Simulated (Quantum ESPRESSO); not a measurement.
# Energy and gap at +3 % biaxial strain: 1T-SiSSe, 1 layer

How the rows were computed: Quantum ESPRESSO 7.5 driven by ASE, PBE, GBRV ultrasoft, ESM (bc1); atomic heights clamped; cell area 10.045 Å² at zero strain.

```tsv
strain (%)	energy (meV a cell)	gap on the mesh (eV)
−3	85.30	0.537
−1.5	20.66	0.613
0	0.00	0.681
+1.5	18.28	0.741
```

One more run was made and is withheld. What are energy and gap at +3 %, and how stiff is the sheet?

By hand: About zero, E'' = (20.66 + 18.28 − 2 × 0.00)/1.5² = 17.31 meV per %² and E' = (18.28 − 20.66)/3 = −0.79 meV per %. With E = A K ε², where K = (C11 + C22)/2 + C12 (C11 + C12 for a hexagonal sheet), K = 17.31 × 10/(2 × 10.045) × 16.02 = 138 N/m. The parabola gives E(+3 %) = 0.00 + 3 × (−0.79) + 4.5 × 17.31 = 75.5 meV. Continuing the last slope, the gap is 2 × 0.741 − 0.681 = 0.801 eV.

**Check.** E = 70.8 meV and the gap 0.794 eV. The parabola misses by +4.7 meV, too high, since bonds soften under tension. The gap's line misses by +0.007 eV.

**Limits.** Clamped heights stiffen sheets with several planes. Semilocal gap, no spin-orbit coupling.

[Logs are printed without paths, hosts, clocks, repeated set-up lines and the standing remarks that a program may print on its own settings, such as how far it seeks lower states.]
